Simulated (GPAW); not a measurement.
# Core-hole calculation of the Be K edge in Be (Im-3m), part 3 of 3

How does the Be K edge of Be (Im-3m) move when the bonds are compressed or stretched?

GPAW 26.7.0; X-ray absorption from dipole matrix elements to empty bands, plane-wave PAW LDA.

So far. Step 4 (Spectrum with XCH, Be atom 1): The total-energy difference is 115.17 eV. One term is added: -4.44 eV, since the hole is spin-paired here and a spin-polarised one costs that much less in the free atom (computed apart). The photon energy is then 110.73 eV. The tabulated edge of the element is 111.5 eV. The functional leaves an error in such absolute values: in the free atom LDA prices this hole 1.6 eV below PBE (computed apart), and PBE is itself good to a few eV.

This is not the structure that Be takes at ambient pressure and room temperature (hexagonal, No. 194); it is a model or a phase of other conditions.

### Step 8. Spectrum with XCH, Be atom 1

Shorter bonds are expected to push antibonding states and scattering resonances up, and longer ones down; the cell is scaled to test that.

Changed against the first core-hole run: volume scale from 1 to 1.06.

Input file xas.py:

```python
import numpy as np
from ase import Atoms
from ase.parallel import parprint, paropen
from gpaw import GPAW, PW, FermiDirac, Mixer, MixerDif, setup_paths
from gpaw.test import gen
setup_paths.insert(0, '.')
gen('Be', name='fch1s', xcname='LDA', corehole=(1, 0, 1), write_xml=True)
from gpaw.mpi import world
world.barrier()

atoms = Atoms('Be15',
    cell=[[3.83309457, -1.27769819, -3.83309457],
     [3.83309457, -3.83309457, 1.27769819],
     [-3.83309457, -1.27769819, -3.83309457]],
    scaled_positions=[[0, 0, 0],
     [0.26666667, 0.2, 0.13333333],
     [0.53333333, 0.4, 0.26666667],
     [0.13333333, 0.6, 0.06666667],
     [0.8, 0.6, 0.4],
     [0.66666667, 0, 0.33333333],
     [0.06666667, 0.8, 0.53333333],
     [0.4, 0.8, 0.2],
     [0.93333333, 0.2, 0.46666667],
     [0.2, 0.4, 0.6],
     [0.46666667, 0.6, 0.73333333],
     [0.33333333, 0, 0.66666667],
     [0.73333333, 0.8, 0.86666667],
     [0.6, 0.2, 0.8],
     [0.86666667, 0.4, 0.93333333]],
    pbc=True)
atoms.calc = calc = GPAW(legacy_gpaw=True, mode=PW(430), xc='LDA', setups={0: 'fch1s'},
    kpts={'size': (6, 6, 6), 'gamma': True}, occupations=FermiDirac(0.1),
    charge=-1, mixer=Mixer(0.1, 5, 50), maxiter=150,
    convergence={'density': 0.0001}, txt='scf.txt')
energy = atoms.get_potential_energy() + calc.get_reference_energy()
ef = calc.get_fermi_level()
out = dict(energy=energy, fermi=ef, forces=atoms.get_forces().tolist())
parprint(f'all-electron energy {energy:.4f} eV, Fermi level {ef:.4f} eV')
ev = np.array([[calc.get_eigenvalues(k, s) for k in range(len(calc.get_ibz_k_points()))] for s in range(calc.get_number_of_spins())])
out['homo'], out['lumo'], out['counts'] = ev[ev < ef].max(), ev[ev > ef].min(), sorted(set((ev < ef).sum((0, 2)).tolist()))
out['filled'] = (ev[:, 0] < ef).sum(1).tolist()

from ase.units import Ha
from gpaw.xas import dipole_matrix_elements
nb = int(calc.get_number_of_electrons() / 2) + 77
top, nb = nb, nb + 8 + nb // 12
nscf = calc.fixed_density(kpts={'size': (7, 7, 7), 'gamma': True}, nbands=nb,
    convergence={'bands': top, 'eigenstates': 1e-5}, maxiter=60, txt='nscf.txt')
cell = atoms.cell.array
ops = [cell.T @ U.T @ np.linalg.inv(cell.T) for U in nscf.wfs.kd.symmetry.op_scc]
E = np.arange(-6, 34, 0.1)
fwhm = np.interp(E, [4, 25], [0.9, 3.5])
Y, X, zero, highest = 0, 0, 1e9, 1e9
for spin in range(nscf.get_number_of_spins()):
    wfs = nscf.wfs
    A = dipole_matrix_elements(wfs.setups[0])
    eps = np.zeros((wfs.kd.nibzkpts, nb))
    d = np.zeros((3, A.shape[1], wfs.kd.nibzkpts, nb), complex)
    for kpt in wfs.kpt_u:
        if kpt.s == spin and 0 in kpt.P_ani:
            eps[kpt.k] = kpt.eps_n * Ha
            d[:, :, kpt.k] = (kpt.weight * wfs.nspins / 2) ** 0.5 * np.inner(A, kpt.P_ani[0])
    world.sum(eps)
    world.sum(d)
    T = np.einsum('amkn,bmkn->abkn', d, d.conj()).real
    T = sum(np.einsum('ai,ijkn,bj->abkn', R, T, R) for R in ops) / len(ops)
    empty = eps > ef
    zero, highest = min(zero, eps[empty].min()), min(highest, eps[:, top - 1].min())
    lines = [(eps, T, empty)] if spin == 0 else lines + [(eps, T, empty)]
for eps, T, empty in lines:
    f = np.einsum('aakn->akn', T).reshape(3, -1)
    x = eps.ravel() - zero
    w = np.interp(x, E, fwhm) / 2.35482
    g = np.exp(-0.5 * ((E[:, None] - x) / w) ** 2) / (w * (2 * np.pi) ** 0.5)
    Y = Y + (f * empty.ravel()) @ g.T
    X = X + (f * ~empty.ravel()) @ g.T
out.update(E=E.round(2).tolist(), xas=Y.tolist(), xes=X.tolist(), zero=zero, valid=highest - zero, nk=len(eps), nb=nb)
for i in range(0, len(E), 10):
    parprint(f'{E[i]:7.2f}', *(f'{v:10.3e}' for v in Y[:, i]))
import json
with paropen('out.json', 'w') as f:
    json.dump(out, f)
```

Command:

```console
> OMP_NUM_THREADS=1 mpirun -n 2 gpaw python xas.py
```

Numbers of over 12 decimals in the logs are rounded to 6 here.

The program printed:

```text
Input parameters:
  charge: -1
  convergence: {density: 0.0001}
  kpts: {gamma: True,
         size: (6, 6, 6)}
  maxiter: 150
  mixer: {backend: pulay,
          beta: 0.1,
          method: separate,
          nmaxold: 5,
          weight: 50}
  mode: {ecut: 430.0,
         name: pw}
  occupations: {fixmagmom: False,
                name: fermi-dirac,
                width: 0.1}
  setups: {0: fch1s}

Initialize ...

[...]
*p    :     0.479816
*d    :     0.000000
--------------------------------

Diagonalizing with gridspacing h=0.050

state   all-electron     PAW
-------------------------------
2s:      -0.657310    -0.657497
2p:      -0.520184    -0.520683
*d:                   -0.085123
*f:                   -0.016603
-------------------------------
all-electron energy -5843.5228 eV, Fermi level 7.7845 eV
[...]
32.00  5.003e-04  4.804e-04  4.804e-04
  33.00  4.982e-04  4.784e-04  4.784e-04
[key lines of the parts left out:]
Converged after 12 iterations.
Dipole moment: (-0.000000, -0.000000, 0.000000) |e|*Ang
Free energy:    -72.504287
Fermi level: 7.78452
```

The job ended after 3 min (2 MPI ranks of Arm Neoverse V1, shared host; peak memory 0.44 GiB; 6 min of CPU time).

| E (eV) | first run | this run |
| --- | --- | --- |
| -2.0 | 0.00 | 0.00 |
| -1.0 | 0.01 | 0.00 |
| 0.0 | 0.60 | 0.58 |
| 1.0 | 1.09 | 1.12 |
| 2.0 | 1.00 | 1.05 |
| 3.0 | 1.08 | 1.19 |
| 4.0 | 1.39 | 1.48 |
| 5.0 | 1.28 | 1.27 |
| 6.0 | 1.13 | 1.18 |
| 7.0 | 1.13 | 1.20 |
| 8.0 | 1.20 | 1.31 |
| 9.0 | 1.34 | 1.51 |
| 10.0 | 1.52 | 1.54 |
| 11.0 | 1.44 | 1.32 |
| 12.0 | 1.14 | 1.06 |
| 13.0 | 1.01 | 1.06 |
| 14.0 | 1.01 | 1.00 |
| 15.0 | 0.91 | 0.82 |
| 16.0 | 0.72 | 0.57 |
| 17.0 | 0.51 | 0.35 |
| 18.0 | 0.33 | 0.21 |
| 19.0 | 0.20 | 0.16 |
| 20.0 | 0.16 | 0.18 |
| 21.0 | 0.19 | 0.25 |
| 22.0 | 0.25 | 0.34 |
| 23.0 | 0.34 | 0.46 |
| 24.0 | 0.45 | 0.57 |
| 25.0 | 0.55 | 0.63 |
| 26.0 | 0.60 | 0.61 |

Against the first run the r.m.s. difference is 9 %. The highest intensity below 16 eV goes from 10.2 eV (1.53) to 9.6 eV (1.56).

The photon energy of the zero moves by +0.08 eV.

### Step 9. Supercell without a hole, the energy reference

The cell changes for the next run, so it gets a reference energy of its own.

The cell differs from the one that the last finished run ended in (a 5.569 → 5.621 Å, b 5.569 → 5.621 Å, c 5.569 → 5.621 Å).

Input file scf.py:

```python
import numpy as np
from ase import Atoms
from ase.parallel import parprint, paropen
from gpaw import GPAW, PW, FermiDirac, Mixer, MixerDif, setup_paths
from gpaw.test import gen
setup_paths.insert(0, '.')
gen('Be', name='nch1s', xcname='LDA', corehole=(1, 0, 0), write_xml=True)
from gpaw.mpi import world
world.barrier()

atoms = Atoms('Be15',
    cell=[[3.86891996, -1.28963999, -3.86891996],
     [3.86891996, -3.86891996, 1.28963999],
     [-3.86891996, -1.28963999, -3.86891996]],
    scaled_positions=[[0, 0, 0],
     [0.26666667, 0.2, 0.13333333],
     [0.53333333, 0.4, 0.26666667],
     [0.13333333, 0.6, 0.06666667],
     [0.8, 0.6, 0.4],
     [0.66666667, 0, 0.33333333],
     [0.06666667, 0.8, 0.53333333],
     [0.4, 0.8, 0.2],
     [0.93333333, 0.2, 0.46666667],
     [0.2, 0.4, 0.6],
     [0.46666667, 0.6, 0.73333333],
     [0.33333333, 0, 0.66666667],
     [0.73333333, 0.8, 0.86666667],
     [0.6, 0.2, 0.8],
     [0.86666667, 0.4, 0.93333333]],
    pbc=True)
atoms.calc = calc = GPAW(legacy_gpaw=True, mode=PW(430), xc='LDA', setups={0: 'nch1s'},
    kpts={'size': (6, 6, 6), 'gamma': True}, occupations=FermiDirac(0.1),
    charge=0, mixer=Mixer(0.1, 5, 50), maxiter=150,
    convergence={'density': 0.0001}, txt='scf.txt')
energy = atoms.get_potential_energy() + calc.get_reference_energy()
ef = calc.get_fermi_level()
out = dict(energy=energy, fermi=ef, forces=atoms.get_forces().tolist())
parprint(f'all-electron energy {energy:.4f} eV, Fermi level {ef:.4f} eV')
ev = np.array([[calc.get_eigenvalues(k, s) for k in range(len(calc.get_ibz_k_points()))] for s in range(calc.get_number_of_spins())])
out['homo'], out['lumo'], out['counts'] = ev[ev < ef].max(), ev[ev > ef].min(), sorted(set((ev < ef).sum((0, 2)).tolist()))
out['filled'] = (ev[:, 0] < ef).sum(1).tolist()
import json
with paropen('out.json', 'w') as f:
    json.dump(out, f)
```

Command:

```console
> OMP_NUM_THREADS=1 mpirun -n 2 gpaw python scf.py
```

The program printed:

```text
Input parameters:
  convergence: {density: 0.0001}
  kpts: {gamma: True,
         size: (6, 6, 6)}
  maxiter: 150
  mixer: {backend: pulay,
          beta: 0.1,
          method: separate,
          nmaxold: 5,
          weight: 50}
  mode: {ecut: 430.0,
         name: pw}
  occupations: {fixmagmom: False,
                name: fermi-dirac,
                width: 0.1}
  setups: {0: nch1s}

Initialize ...

[...]
--------------------------------
2s(2) :    -0.205785     0.998227
*s    :     0.794215
2p(0) :    -0.077135     0.989984
*p    :     0.922865
*d    :     0.000000
--------------------------------

Diagonalizing with gridspacing h=0.050

state   all-electron     PAW
-------------------------------
2s:      -0.205785    -0.205855
2p:      -0.077135    -0.077225
*d:                    0.040062
*f:                    0.071942
-------------------------------
all-electron energy -5958.5068 eV, Fermi level 7.4979 eV
[key lines of the parts left out:]
Converged after 8 iterations.
Dipole moment: (0.000000, 0.000000, -0.000000) |e|*Ang
Free energy:    -60.727185
Fermi level: 7.49792
```

Elapsed: 21 s, on 2 MPI ranks; peak memory 0.25 GiB.

Reference energy: -5958.507 eV with the cores included.

### Step 10. Spectrum with XCH, Be atom 1

Shorter bonds are expected to push antibonding states and scattering resonances up, and longer ones down; the cell is scaled to test that.

Changed against the first core-hole run: volume scale from 1 to 1.09.

xas.py: that of step 8 with these lines changed.

```diff
@@ -11,5 +11,5 @@
 atoms = Atoms('Be15',
-    cell=[[3.83309457, -1.27769819, -3.83309457],
-     [3.83309457, -3.83309457, 1.27769819],
-     [-3.83309457, -1.27769819, -3.83309457]],
+    cell=[[3.86891996, -1.28963999, -3.86891996],
+     [3.86891996, -3.86891996, 1.28963999],
+     [-3.86891996, -1.28963999, -3.86891996]],
     scaled_positions=[[0, 0, 0],
@@ -44,3 +44,3 @@
 from gpaw.xas import dipole_matrix_elements
-nb = int(calc.get_number_of_electrons() / 2) + 77
+nb = int(calc.get_number_of_electrons() / 2) + 80
 top, nb = nb, nb + 8 + nb // 12
```

Command:

```console
> OMP_NUM_THREADS=1 mpirun -n 2 gpaw python xas.py
```

The program printed:

```text
Input parameters:
  charge: -1
  convergence: {density: 0.0001}
  kpts: {gamma: True,
         size: (6, 6, 6)}
  maxiter: 150
  mixer: {backend: pulay,
          beta: 0.1,
          method: separate,
          nmaxold: 5,
          weight: 50}
  mode: {ecut: 430.0,
         name: pw}
  occupations: {fixmagmom: False,
                name: fermi-dirac,
                width: 0.1}
  setups: {0: fch1s}

Initialize ...

[...]
*p    :     0.479816
*d    :     0.000000
--------------------------------

Diagonalizing with gridspacing h=0.050

state   all-electron     PAW
-------------------------------
2s:      -0.657310    -0.657497
2p:      -0.520184    -0.520683
*d:                   -0.085123
*f:                   -0.016603
-------------------------------
all-electron energy -5843.2137 eV, Fermi level 7.5130 eV
[...]
32.00  5.283e-04  5.072e-04  5.072e-04
  33.00  5.339e-04  5.188e-04  5.188e-04
[key lines of the parts left out:]
Converged after 12 iterations.
Dipole moment: (0.000000, 0.000000, -0.000000) |e|*Ang
Free energy:    -72.198763
Fermi level: 7.51301
```

Wall time 3.1 min (2 MPI ranks); peak memory 0.44 GiB.

| E (eV) | first run | this run |
| --- | --- | --- |
| -2.0 | 0.00 | 0.00 |
| -1.0 | 0.01 | 0.00 |
| 0.0 | 0.60 | 0.59 |
| 1.0 | 1.09 | 1.13 |
| 2.0 | 1.00 | 1.08 |
| 3.0 | 1.08 | 1.25 |
| 4.0 | 1.39 | 1.52 |
| 5.0 | 1.28 | 1.26 |
| 6.0 | 1.13 | 1.21 |
| 7.0 | 1.13 | 1.25 |
| 8.0 | 1.20 | 1.37 |
| 9.0 | 1.34 | 1.56 |
| 10.0 | 1.52 | 1.52 |
| 11.0 | 1.44 | 1.25 |
| 12.0 | 1.14 | 1.07 |
| 13.0 | 1.01 | 1.09 |
| 14.0 | 1.01 | 0.98 |
| 15.0 | 0.91 | 0.75 |
| 16.0 | 0.72 | 0.48 |
| 17.0 | 0.51 | 0.28 |
| 18.0 | 0.33 | 0.17 |
| 19.0 | 0.20 | 0.16 |
| 20.0 | 0.16 | 0.20 |
| 21.0 | 0.19 | 0.29 |
| 22.0 | 0.25 | 0.40 |
| 23.0 | 0.34 | 0.53 |
| 24.0 | 0.45 | 0.62 |
| 25.0 | 0.55 | 0.64 |
| 26.0 | 0.60 | 0.60 |

The scaled spectrum changes by 14 % r.m.s. The highest intensity below 16 eV goes from 10.2 eV (1.53) to 9.3 eV (1.58).

The photon energy of the zero moves by +0.12 eV.

### Step 11. The volumes side by side

| volume | nearest distance (Å) | shift of the zero (eV) | maximum 1 (eV above own zero) | maximum 2 (eV above own zero) | maximum 3 (eV above own zero) |
| --- | --- | --- | --- | --- | --- |
| 0.94 | 2.126 | -0.10 | 0.8 | 4.3 | 10.8 |
| 1 | 2.170 | +0.00 | 0.8 | 4.2 | 10.2 |
| 1.06 | 2.213 | +0.08 | 0.8 | 4.1 | 9.6 |
| 1.09 | 2.234 | +0.12 | 0.8 | 4.0 | 9.3 |

The curves, each shifted by its zero's change so that they share one photon-energy axis, counted from the zero at V × 1:

| E (eV) | V × 0.94 | V × 1 | V × 1.06 | V × 1.09 |
| --- | --- | --- | --- | --- |
| -2.0 | 0.00 | 0.00 | 0.00 | 0.00 |
| -1.0 | 0.01 | 0.01 | 0.00 | 0.00 |
| 0.0 | 0.70 | 0.60 | 0.48 | 0.44 |
| 1.0 | 1.05 | 1.09 | 1.13 | 1.15 |
| 2.0 | 0.97 | 1.00 | 1.04 | 1.07 |
| 3.0 | 1.01 | 1.08 | 1.16 | 1.21 |
| 4.0 | 1.29 | 1.39 | 1.47 | 1.52 |
| 5.0 | 1.24 | 1.28 | 1.30 | 1.30 |
| 6.0 | 1.10 | 1.13 | 1.18 | 1.21 |
| 7.0 | 1.07 | 1.13 | 1.20 | 1.24 |
| 8.0 | 1.13 | 1.20 | 1.30 | 1.35 |
| 9.0 | 1.19 | 1.34 | 1.49 | 1.55 |
| 10.0 | 1.42 | 1.52 | 1.55 | 1.54 |
| 11.0 | 1.49 | 1.44 | 1.35 | 1.29 |
| 12.0 | 1.27 | 1.14 | 1.07 | 1.07 |
| 13.0 | 1.01 | 1.01 | 1.06 | 1.09 |
| 14.0 | 0.97 | 1.01 | 1.01 | 1.00 |
| 15.0 | 0.93 | 0.91 | 0.84 | 0.78 |
| 16.0 | 0.81 | 0.72 | 0.59 | 0.51 |
| 17.0 | 0.64 | 0.51 | 0.37 | 0.30 |
| 18.0 | 0.46 | 0.33 | 0.22 | 0.18 |
| 19.0 | 0.31 | 0.20 | 0.16 | 0.15 |
| 20.0 | 0.20 | 0.16 | 0.18 | 0.20 |
| 21.0 | 0.17 | 0.19 | 0.24 | 0.27 |
| 22.0 | 0.19 | 0.25 | 0.33 | 0.39 |
| 23.0 | 0.25 | 0.34 | 0.45 | 0.52 |
| 24.0 | 0.33 | 0.45 | 0.57 | 0.62 |
| 25.0 | 0.43 | 0.55 | 0.63 | 0.64 |

### Step 12. Results

| Property | Result |
| --- | --- |
| absorber and edge | Be K, atom 1 of the ground-state input (counted from 1) |
| surroundings | 8 Be at 2.17 Å and 6 Be at 2.51 Å (cube and octahedron, as in bcc, site symmetry m-3m) |
| highest intensity below 16 eV | 10.2 eV above the zero, height 1.53 |
| photon energy of the zero, with the added terms | 110.7 eV (raw 115.2 eV; LDA puts this hole about 2 eV below PBE, itself good to a few eV) |

**Reading.** From V × 0.94 to V × 1.09 the nearest distance grows by 0.108 Å and the zero moves by +0.22 eV. Above their own zero, the maxima move from 0.8 to 0.8 eV, from 4.3 to 4.0 eV and from 10.8 to 9.3 eV. The one highest in energy moves most, in the direction that the rule ΔE·R² ≈ constant for scattering resonances gives. The Be K edge of atom 1, with 8 Be at 2.17 Å and 6 Be at 2.51 Å (cube and octahedron, as in bcc, site symmetry m-3m), has its highest intensity of the first 16 eV at 10.2 eV above the zero, near 121 eV in photon energy (LDA puts this hole about 2 eV below PBE, itself good to a few eV), 1.5 times the mean level of the first 20 eV (Gaussian full width 0.9 eV up to 4 eV, rising linearly to 3.5 eV at 25 eV). The holes are only 5.5 Å apart, so the shape is probably not converged with cell size; no larger cell was run here. The mesh is coarse (0.23 Å⁻¹ between points), so small maxima may be mesh ripples. The structure is a computed Materials Project entry and may be a hypothetical form.

[Banner, clock and machine lines of the logs are left out without a mark of their own.]

[Logs are printed without paths, hosts, clocks, repeated set-up lines and the standing remarks that a program may print on its own settings, such as how far it seeks lower states.]

[Hosts, paths, dates, database ids (printed as entryN), source tags and the programs' standing remarks are cut or masked in the printed files.]

[Lists of maxima count a maximum above −3 eV only where it reaches 4 % of the highest in the window and stands out from its surroundings by 2 % of it (1.5 % where it reaches 55 %); shoulders and weaker maxima are passed over, and of the rest the first, up to two pre-edge ones and the few strongest are named.]
